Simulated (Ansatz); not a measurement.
## How well the gap of H6PbCNCl3 (Pm) can be computed

The study climbs from cheap functionals to G0W0 on H6PbCNCl3 (Pm) and then asks what each convergence step is worth.

Method: density functionals, hybrids, G0W0, plane waves, PAW, in Ansatz 0.2.0.

Most raw output is cut from this account.

In doubt: masses and optical values from hybrid runs of this build are listed as unsure (step 11), which bears on the screening that GW takes from such a start.

### 1. The starting structure

Symmetry: Pm, No. 6, monoclinic system. The conventional cell has a = 5.753 Å, b = 5.765 Å, c = 5.855 Å, α = 90.00°, β = 90.03°, γ = 90.00°. Nearest to H lie 1 C at 1.09 Å. H has 1 N at 1.04 Å nearest. Nearest to H lie 1 N at 1.04 Å. Nearest to Pb lie 6 Cl at 2.88 to 2.99 Å. C has 3 H at 1.09 Å and 1 N at 1.49 Å nearest. Farther neighbours and most contacts between anions are not listed.

Coordinates:

```cif
data_structure
_symmetry_space_group_name_H-M 'P 1'
_symmetry_Int_Tables_number 1
_cell_length_a 5.7528
_cell_length_b 5.7647
_cell_length_c 5.8552
_cell_angle_alpha 90.000
_cell_angle_beta 90.025
_cell_angle_gamma 90.000
_cell_volume 194.18
loop_
_atom_site_label
_atom_site_type_symbol
_atom_site_fract_x
_atom_site_fract_y
_atom_site_fract_z
_atom_site_occupancy
H1 H 0.87948 0.50000 0.79042 1
H2 H 0.81325 0.34407 0.04739 1
H3 H 0.81325 0.65593 0.04739 1
H4 H 0.22966 0.35432 0.97854 1
H5 H 0.22966 0.64568 0.97854 1
H6 H 0.17096 0.50000 0.21641 1
Pb7 Pb 0.47399 0.00000 0.48387 1
C8 C 0.89427 0.50000 0.97685 1
N9 N 0.14493 0.50000 0.04073 1
Cl10 Cl 0.42789 0.00000 0.97556 1
Cl11 Cl 0.42919 0.50000 0.52004 1
Cl12 Cl 0.97183 0.00000 0.43966 1
```

The cell and positions are those that the Materials Project relaxed with its own functionals (PBE, PBE+U or r2SCAN), kept fixed. Spin-orbit coupling is left out unless a step names it. The default PAW set here is soft_2. Its files were made with PBE.

### 2. r2SCAN bands

The cheap functional maps the bands first; the places of the edges decide which points the dearer methods must see.

This step: DFT, r2SCAN, plane waves, PAW.

Contents of input.yaml:

```yaml
crystal:
  lattice:
    - [5.752832, 0.0, 0.0]
    - [0.0, 5.764671, 0.0]
    - [-0.002604, 0.0, 5.855201]
  atoms:
    - { symbol: H, position: [0.879476, 0.5, 0.790423] }
    - { symbol: H, position: [0.813252, 0.344072, 0.047387] }
    - { symbol: H, position: [0.813252, 0.655928, 0.047387] }
    - { symbol: H, position: [0.229661, 0.354316, 0.978538] }
    - { symbol: H, position: [0.229661, 0.645684, 0.978538] }
    - { symbol: H, position: [0.170957, 0.5, 0.216412] }
    - { symbol: Pb, position: [0.473988, 0.0, 0.483874] }
    - { symbol: C, position: [0.894268, 0.5, 0.976848] }
    - { symbol: "N", position: [0.144932, 0.5, 0.040731] }
    - { symbol: Cl, position: [0.427891, 0.0, 0.975558] }
    - { symbol: Cl, position: [0.429192, 0.5, 0.520036] }
    - { symbol: Cl, position: [0.971826, 0.0, 0.43966] }
kpoints:
  mp_grid: { grid: [4, 4, 4] }
  band_path:
    path:
      - [0.0, 0.0, 0.0]
      - [0.0, 0.5, 0.0]
      - [0.0, 0.5, 0.5]
      - [0.0, 0.0, 0.5]
      - [0.0, 0.0, 0.0]
      - [-0.5, 0.0, 0.5]
      - [-0.5, 0.5, 0.5]
      - [0.0, 0.5, 0.0]
      - [-0.5, 0.5, 0.0]
      - [-0.5, 0.0, 0.0]
      - [0.0, 0.0, 0.0]
    npoints: 10
hamiltonian:
  xc: r2scan
scf:
  occupations: { method: fermi_dirac, width: 0.02 }
  n_extra_bands: 8
output:
  eigenvalues: true
  write_density: true
  write_potential: true
  elf: true
  volumetric_format: npy
```

Started as:

```sh
$ ansatz run input.yaml --threads 3 --pin off --max-ram 92160MiB --backend cuda --events-out ev --progress --plain --runs-dir out --devices 1 --max-vram 13GiB
```

Run time: 6.6 s. Hardware: 1 × NVIDIA H100 80GB HBM3 (shared by 6 runs) with 3 threads of AMD EPYC 7R13 (Zen 3), shared host; peak memory 1.3 GiB; 9.2 s of CPU time.

This step gave:

* filled bands: 25
* gap: 2.943 eV
* valence top at: E
* conduction bottom at: k = (-0.500, 0.450, 0.500)
* least direct gap: 2.949 eV

The gap is indirect, with the least direct gap 0.006 eV higher.

The electronic bands at the labelled points (eV, zero at the top of the highest nominally filled band):

```tsv
point	band 22	band 23	band 24	band 25	band 26	band 27	band 28	band 29
Γ	-1.99	-1.85	-1.52	-1.49	4.90	5.90	6.09	6.52
halfway	-1.96	-1.86	-1.54	-1.48	4.89	5.45	5.70	6.44
Z	-1.86	-1.69	-1.52	-1.29	3.79	5.54	6.15	6.31
halfway	-1.95	-1.67	-1.58	-1.10	3.59	4.47	5.95	6.52
D	-1.85	-1.66	-1.66	-0.75	3.31	3.40	5.82	6.71
halfway	-1.90	-1.76	-1.58	-1.15	3.44	4.65	5.95	6.49
B	-1.80	-1.78	-1.54	-1.34	3.65	5.79	5.98	6.29
halfway	-1.97	-1.82	-1.53	-1.48	4.77	5.36	5.91	6.42
Γ	-1.99	-1.85	-1.52	-1.49	4.90	5.90	6.09	6.52
halfway	-2.00	-1.66	-1.58	-1.36	4.41	5.18	5.72	5.85
A	-2.00	-1.66	-1.35	-0.52	3.29	3.53	5.44	6.11
halfway	-1.87	-1.49	-1.35	-0.37	3.10	3.29	4.38	6.44
E	-1.83	-1.36	-1.35	0.00	2.95	2.98	3.21	6.33
halfway	-1.94	-1.51	-1.50	-0.87	3.38	4.10	4.97	6.60
Z	-1.86	-1.69	-1.52	-1.29	3.79	5.54	6.15	6.31
halfway	-1.93	-1.59	-1.50	-1.04	3.57	4.79	5.55	6.42
C2	-1.99	-1.66	-1.34	-0.40	3.36	3.51	5.37	6.30
halfway	-1.92	-1.65	-1.45	-0.78	3.62	4.59	5.50	5.80
Y2	-1.88	-1.63	-1.60	-0.93	3.83	5.20	5.73	5.74
halfway	-1.93	-1.69	-1.57	-1.51	4.91	5.41	5.83	5.89
Γ	-1.99	-1.85	-1.52	-1.49	4.90	5.90	6.09	6.52
```

ELF in the ac plane at fractional y = 0.500, with atoms of H and C and N and Cl within 0.2 Å of it. It is the smooth field of the valence electrons, not physical close to the nuclei.

Values in units of 1e-1, 16 rows by 16 columns, each cell a mean:
```
 7.3  7.3  6.5  7.3  6.6  3.4  0.7  0.1  0.0  0.1  0.5  2.3  4.3  3.8  1.9  3.4
 4.9  3.6  4.4  4.9  3.7  1.2  0.2  0.1  0.1  0.0  0.2  1.9  5.5  8.0  8.6  7.8
 5.5  1.2  1.0  1.1  0.6  0.3  0.7  1.4  1.2  0.3  0.1  2.3  7.9  9.7  9.9  9.6
 6.8  0.9  0.1  0.2  0.9  2.8  4.9  5.8  5.1  2.6  0.3  1.3  7.8  9.9 10.0  9.9
 4.7  0.4  0.3  2.0  5.2  7.5  8.2  8.3  7.8  6.2  2.1  0.3  3.8  8.9  9.8  9.5
 0.8  0.1  1.4  5.4  7.9  8.7  8.7  8.7  8.7  8.1  5.4  1.0  0.5  3.3  6.3  5.0
 0.1  0.3  3.1  6.9  8.5  8.7  7.2  6.7  8.4  8.7  7.4  3.1  0.4  0.2  0.4  0.3
 0.1  0.6  3.7  7.1  8.6  8.4  4.8  3.9  7.7  8.7  7.8  4.7  1.0  0.1  0.0  0.0
 0.0  0.4  2.4  6.1  8.3  8.7  7.6  7.3  8.5  8.6  7.5  4.6  1.1  0.1  0.0  0.0
 0.1  0.2  0.7  2.6  6.3  8.4  8.7  8.7  8.6  8.1  6.4  2.9  0.5  0.0  0.0  0.0
 0.5  2.8  3.7  2.3  2.0  5.2  7.5  7.9  7.6  6.4  3.5  0.7  0.1  0.0  0.0  0.0
 1.9  7.6  9.3  8.2  3.5  1.2  3.1  4.8  4.7  2.7  0.6  0.1  0.2  0.4  0.2  0.2
 2.9  8.3  9.8  9.7  7.1  1.2  0.4  1.0  1.0  0.3  0.1  0.5  1.6  2.3  1.5  0.7
 4.6  7.8  8.9  8.9  6.7  2.0  0.3  0.1  0.1  0.1  0.4  2.1  4.4  5.4  4.3  2.6
 7.5  6.5  3.7  5.4  6.0  2.8  0.6  0.1  0.0  0.1  0.9  3.6  6.3  7.1  5.8  5.0
 8.9  6.8  2.4  5.1  6.8  3.9  0.9  0.1  0.0  0.1  1.0  3.6  6.0  5.6  2.4  4.1
```
Columns run along a (5.8 Å), rows up along c (5.9 Å). Atoms in or near the plane, at fractional coordinates: H at (0.88, 0.79), H at (0.17, 0.22), C at (0.89, 0.98), N at (0.14, 0.04), Cl at (0.43, 0.52).

Electrostatic potential energy in the ac plane at fractional y = 0.500, with atoms of H and C and N and Cl within 0.2 Å of it. With pseudopotentials it is smooth inside the atoms' cores, unlike the true potential.

Values in eV, 16 rows by 16 columns, each cell a mean:
```
-13 -18 -31 -20  -2   3   5   6   7   7   6   4  -7 -41 -52 -47
 -3   0  -1   1   3   5   6   6   7   7   6   5   0 -16 -31 -20
  3   4   4   5   5   6   7   7   7   7   7   6   3 -15 -32  -8
  4   6   6   6   6   6   6   7   7   7   7   6   3 -15 -33  -6
  6   6   7   7   6   5   2   2   4   6   7   7   5   1  -2   3
  7   7   7   7   5  -5 -19 -21  -9   3   7   7   7   6   5   6
  7   7   7   7   1 -24 -44 -46 -32  -5   6   7   7   7   7   7
  7   7   7   6  -2 -33 -50 -51 -40 -10   5   7   7   7   7   7
  7   7   7   6   1 -21 -42 -44 -29  -3   6   7   7   7   7   7
  6   6   6   5   4  -2 -13 -15  -5   4   7   7   7   7   7   7
  5   4   2   2   4   4   3   4   5   7   7   7   7   7   7   6
  4   0 -19 -19   0   5   6   7   7   7   7   7   7   7   6   6
  3  -4 -33 -34  -3   4   6   7   7   7   7   7   6   6   5   5
  0 -13 -30 -23  -2   4   5   6   7   7   7   6   5   3   1   1
 -9 -39 -51 -44 -11   3   5   6   6   7   6   5   2 -10 -21 -15
-18 -42 -52 -46 -13   2   5   6   6   6   6   4  -5 -37 -52 -45
```
Columns run along a (5.8 Å; values clipped at the 3rd and 97th percentile), rows up along c (5.9 Å). Atoms in or near the plane, at fractional coordinates: H at (0.88, 0.79), H at (0.17, 0.22), C at (0.89, 0.98), N at (0.14, 0.04), Cl at (0.43, 0.52).

### 3. LDA

A second semilocal functional shows how much of the gap hangs on that choice alone.

This step: DFT, LDA, plane waves, PAW.

input.yaml: that of step 2 with these lines changed.

```diff
@@ -26,14 +26,12 @@
       - [0.0, 0.0, 0.5]
-      - [0.0, 0.0, 0.0]
       - [-0.5, 0.0, 0.5]
       - [-0.5, 0.5, 0.5]
-      - [0.0, 0.5, 0.0]
       - [-0.5, 0.5, 0.0]
       - [-0.5, 0.0, 0.0]
-      - [0.0, 0.0, 0.0]
-    npoints: 10
+      - [-0.5, 0.45, 0.5]
+    npoints: 1
 hamiltonian:
-  xc: r2scan
+  xc: lda
 scf:
-  occupations: { method: fermi_dirac, width: 0.02 }
+  occupations: { method: fixed }
   n_extra_bands: 8
@@ -41,5 +39 @@
   eigenvalues: true
-  write_density: true
-  write_potential: true
-  elf: true
-  volumetric_format: npy
```

The job ended after 4.3 s (1 × NVIDIA H100 80GB HBM3 (shared by 6 runs) with 3 threads; peak memory 0.92 GiB).

Numbers from this step:

| Quantity | Value |
| --- | --- |
| gap | 2.373 eV |
| valence top at | E |
| conduction bottom at | k = (-0.500, 0.450, 0.500) |
| least direct gap | 2.381 eV |

The gap stands −0.57 eV against r2SCAN.

### 4. r2SCAN+SOC

The many-body steps leave out spin-orbit coupling, so its effect is taken from a two-component run, with twice the bands.

This step: DFT, r2SCAN with spin-orbit coupling, plane waves, PAW.

input.yaml: that of step 3 with these lines changed.

```diff
@@ -33,6 +33,9 @@
 hamiltonian:
-  xc: lda
+  xc: r2scan
 scf:
   occupations: { method: fixed }
-  n_extra_bands: 8
+  n_extra_bands: 16
+magnetization:
+  noncollinear: true
+  spin_orbit: true
 output:
```

Elapsed: 16 s, on 1 × NVIDIA H100 80GB HBM3 (shared by 6 runs) with 3 threads; peak memory 1.4 GiB; 36 s of CPU time.

Numbers from this step:

| Item | Value |
| --- | --- |
| gap | 1.709 eV |
| valence top at | E |
| conduction bottom at | k = (-0.500, 0.450, 0.500) |
| least direct gap | 1.722 eV |

The gap stands −1.23 eV against r2SCAN.

### 5. HSE06

HSE06 mixes in a quarter of exact exchange at short range. Exchange couples all pairs of k points, which makes a full band path dear, so levels are read on the mesh and at chosen points.

This step: DFT, HSE06, plane waves, PAW.

input.yaml: that of step 4 with these lines changed.

```diff
@@ -33,9 +33,6 @@
 hamiltonian:
-  xc: r2scan
+  xc: hse06
 scf:
   occupations: { method: fixed }
-  n_extra_bands: 16
-magnetization:
-  noncollinear: true
-  spin_orbit: true
+  n_extra_bands: 8
 output:
```

It took 42 s on 1 × NVIDIA H100 80GB HBM3 (shared by 6 runs) with 3 threads; peak memory 1.7 GiB.

This step gave:

- gap: 3.322 eV
- valence top at: E
- conduction bottom at: k = (-0.500, 0.450, 0.500)
- least direct gap: 3.330 eV

The gap stands +0.38 eV against r2SCAN.

### 6. PBE0

PBE0 differs from HSE06 by long-range exchange, so the pair shows what that tail is worth.

This step: DFT, PBE0, plane waves, PAW.

input.yaml: that of step 5 with these lines changed.

```diff
@@ -33,3 +33,3 @@
 hamiltonian:
-  xc: hse06
+  xc: pbe0
 scf:
```

It took 45 s on 1 × NVIDIA H100 80GB HBM3 (shared by 6 runs) with 3 threads; peak memory 1.7 GiB; 67 s of CPU time.

Numbers from this step:

- gap: 3.984 eV
- valence top at: E
- conduction bottom at: k = (-0.500, 0.450, 0.500)
- least direct gap: 3.994 eV

The gap stands +1.04 eV against r2SCAN.

### 7. Dielectric tensor

ε∞ sets how strongly the crystal screens. Perturbation theory gives it with local fields and without a sum over empty bands.

This step: dielectric response by perturbation theory, r2SCAN, plane waves, PAW.

input.yaml: that of step 6 with these lines changed.

```diff
@@ -20,20 +20,6 @@
   mp_grid: { grid: [4, 4, 4] }
-  band_path:
-    path:
-      - [0.0, 0.0, 0.0]
-      - [0.0, 0.5, 0.0]
-      - [0.0, 0.5, 0.5]
-      - [0.0, 0.0, 0.5]
-      - [-0.5, 0.0, 0.5]
-      - [-0.5, 0.5, 0.5]
-      - [-0.5, 0.5, 0.0]
-      - [-0.5, 0.0, 0.0]
-      - [-0.5, 0.45, 0.5]
-    npoints: 1
 hamiltonian:
-  xc: pbe0
+  xc: r2scan
 scf:
   occupations: { method: fixed }
-  n_extra_bands: 8
-output:
-  eigenvalues: true
+dielectric: {}
```

It took 92 s on 1 × NVIDIA H100 80GB HBM3 (shared by 6 runs) with 3 threads; peak memory 5.1 GiB; 3.2 min of CPU time.

This step gave:

```yaml
stated_error_of_eps_infinity: 0.015
```

One over ε∞ averages 0.30, somewhat over the quarter of exact exchange in PBE0.

High-frequency dielectric tensor:

```
3.49 0.00 0.00
0.00 3.38 0.00
0.00 0.00 3.27
```

### 8. G0W0, 2×2×2 mesh, 146 empty bands, screening to 48 eV

G0W0 replaces the xc potential by the self-energy, built once from these orbitals. Only a window of levels is corrected, while the sums run over the empty bands that the input names.

This step: G0W0 on r2SCAN, plane waves, PAW.

input.yaml: that of step 7 with these lines changed.

```diff
@@ -19,3 +19,3 @@
 kpoints:
-  mp_grid: { grid: [4, 4, 4] }
+  mp_grid: { grid: [2, 2, 2] }
 hamiltonian:
@@ -24,2 +24,7 @@
   occupations: { method: fixed }
-dielectric: {}
+gw:
+  n_empty_bands: 146
+  ecut_chi: 48
+  qp_bands: [v4, c4]
+  qp_kpoints: band_edges
+  screening: { model: contour_deformation }
```

Run time: 18 s. Hardware: 1 × NVIDIA H100 80GB HBM3 (shared by 6 runs) with 3 threads; peak memory 1.5 GiB; 15 s of CPU time.

Numbers from this step:

```
bands summed                                 : 171
RPA ε∞ on this mesh (eigenvalues)            : 3.972, 4.201, 4.590
plane waves in the screening matrix          : 147
G0W0 gap on the mesh                         : 4.037 eV
k of the valence top                         : -0.5, -0.5, -0.5
k of the conduction bottom                   : -0.5, -0.5, -0.5
starting gap on the mesh                     : 2.915 eV
least direct G0W0 gap on the computed points : 4.037 eV
```

The gap on the mesh goes from 2.91 eV to 4.04 eV, a correction of +1.12 eV. Between the two edge states, bare exchange in place of the xc potential would open the gap by 6.41 eV, and correlation takes back 5.28 eV. The start differs from the 2.94 eV found before because the density comes from another mesh.

### 9. G0W0, 2×2×2 mesh, 414 empty bands, screening to 96 eV

Another rung: the empty bands reach about as high as the screening cutoff, so the two stay in balance.

input.yaml: that of step 8 with these lines changed.

```diff
@@ -25,4 +25,4 @@
 gw:
-  n_empty_bands: 146
-  ecut_chi: 48
+  n_empty_bands: 414
+  ecut_chi: 96
   qp_bands: [v4, c4]
```

It took 25 s on 1 × NVIDIA H100 80GB HBM3 (shared by 6 runs) with 3 threads; peak memory 1.8 GiB; 40 s of CPU time.

Numbers from this step:

```
bands summed                                 : 439
RPA ε∞ on this mesh (eigenvalues)            : 3.934, 4.155, 4.539
plane waves in the screening matrix          : 437
G0W0 gap on the mesh                         : 4.165 eV
k of the valence top                         : -0.5, -0.5, -0.5
k of the conduction bottom                   : -0.5, -0.5, -0.5
starting gap on the mesh                     : 2.915 eV
least direct G0W0 gap on the computed points : 4.165 eV
```

Against the run with 2×2×2 mesh, 146 empty bands, screening to 48 eV, the gap moves by +0.13 eV.

### 10. G0W0, 2×2×2 mesh, 892 empty bands, screening to 160 eV

input.yaml: that of step 9 with these lines changed.

```diff
@@ -25,4 +25,4 @@
 gw:
-  n_empty_bands: 414
-  ecut_chi: 96
+  n_empty_bands: 892
+  ecut_chi: 160.0
   qp_bands: [v4, c4]
```

Elapsed: 25 s, on 1 × NVIDIA H100 80GB HBM3 (shared by 6 runs) with 3 threads; peak memory 2.9 GiB; 41 s of CPU time.

Numbers from this step:

- bands summed: 917
- RPA ε∞ on this mesh (eigenvalues): 3.927, 4.148, 4.530
- plane waves in the screening matrix: 897
- q-points in the mesh: 8
- G0W0 gap on the mesh: 4.316 eV
- k of the valence top: -0.5, -0.5, -0.5
- k of the conduction bottom: -0.5, -0.5, -0.5
- starting gap on the mesh: 2.915 eV
- Z at the valence top: 0.7741
- Z at the conduction bottom: 0.8030
- least direct G0W0 gap on the computed points: 4.316 eV

Against the run with 2×2×2 mesh, 414 empty bands, screening to 96 eV, the gap moves by +0.15 eV.

Limits: finite bands, cutoff and mesh; no spin-orbit coupling; coarse k mesh. v1 is the top filled band, c1 the lowest empty one. Levels before and after the correction, in eV, zero at the valence-band top of each column:

```tsv
	conduction bottom	valence top
Kohn-Sham	2.91	0.00
G0W0	4.32	0.00
```

```tsv
	level	occupation	energy (eV)
Kohn-Sham	(-0.5 -0.5 -0.5) v4	2	-1.796
Kohn-Sham	(-0.5 -0.5 -0.5) v3	2	-1.313
Kohn-Sham	(-0.5 -0.5 -0.5) v2	2	-1.302
Kohn-Sham	(-0.5 -0.5 -0.5) v1	2	0.000
Kohn-Sham	(-0.5 -0.5 -0.5) c1	0	2.915
Kohn-Sham	(-0.5 -0.5 -0.5) c2	0	2.945
Kohn-Sham	(-0.5 -0.5 -0.5) c3	0	3.179
Kohn-Sham	(-0.5 -0.5 -0.5) c4	0	6.339
G0W0	(-0.5 -0.5 -0.5) v4	2	-1.979
G0W0	(-0.5 -0.5 -0.5) v3	2	-1.490
G0W0	(-0.5 -0.5 -0.5) v2	2	-1.482
G0W0	(-0.5 -0.5 -0.5) v1	2	0.000
G0W0	(-0.5 -0.5 -0.5) c1	0	4.316
G0W0	(-0.5 -0.5 -0.5) c2	0	4.349
G0W0	(-0.5 -0.5 -0.5) c3	0	4.578
G0W0	(-0.5 -0.5 -0.5) c4	0	7.876
```

How the two edges are built up, in eV (the quasiparticle level is the starting level plus Σx plus Σc less Vxc):

```tsv
run	edge	start	Σx	Σc	Vxc	Z	QP
171 bands	valence top	1.44	-20.61	2.10	-18.20	0.78	1.13
171 bands	conduction bottom	4.36	-7.46	-3.18	-11.45	0.81	5.17
439 bands	valence top	1.44	-20.61	1.73	-18.20	0.78	0.75
439 bands	conduction bottom	4.36	-7.46	-3.43	-11.45	0.80	4.92
917 bands	valence top	1.44	-20.61	1.45	-18.20	0.77	0.48
917 bands	conduction bottom	4.36	-7.46	-3.56	-11.45	0.80	4.79
```

### 11. G0W0@HSE06, 2×2×2 mesh, 414 empty bands, screening to 96 eV

The same correction from a different start measures what one shot leaves open. Bands and cutoff differ from the step before, so it is read against an earlier run that matches them.

This step: G0W0 on HSE06, plane waves, PAW.

input.yaml: that of step 10 with these lines changed.

```diff
@@ -21,3 +21,3 @@
 hamiltonian:
-  xc: r2scan
+  xc: hse06
 scf:
@@ -25,4 +25,4 @@
 gw:
-  n_empty_bands: 892
-  ecut_chi: 160.0
+  n_empty_bands: 414
+  ecut_chi: 96
   qp_bands: [v4, c4]
```

Elapsed: 43 s, on 1 × NVIDIA H100 80GB HBM3 (shared by 6 runs) with 3 threads; peak memory 1.7 GiB; 58 s of CPU time.

Numbers from this step:

| Quantity | Value |
| --- | --- |
| bands summed | 439 |
| RPA ε∞ on this mesh (eigenvalues) | 3.501, 3.679, 3.981 |
| plane waves in the screening matrix | 437 |
| G0W0 gap on the mesh | 4.373 eV |
| k of the valence top | -0.5, -0.5, -0.5 |
| k of the conduction bottom | -0.5, -0.5, -0.5 |
| starting gap on the mesh | 3.371 eV |
| least direct G0W0 gap on the computed points | 4.373 eV |

Against the run with 2×2×2 mesh, 414 empty bands, screening to 96 eV on r2SCAN, the gap moves by +0.21 eV, while the start moved by +0.46 eV.

(Part 1 of 2 ends here.)

[Paths, hosts, dates, memory and timing lines, banners, echoed tables and standing remarks are left out of the program output.]

[Logs are printed without paths, hosts, clocks, repeated set-up lines and the standing remarks that a program may print on its own settings, such as how far it seeks lower states.]

[Runs of the session that timed out or met a known fault of the program may be left out.]

[Cells called generated may have been cut or substituted from an entry of the Crystallography Open Database or the Materials Project.]

[Hosts, paths, dates, database ids (printed as entryN), source tags and the programs' standing remarks are cut or masked in the printed files.]
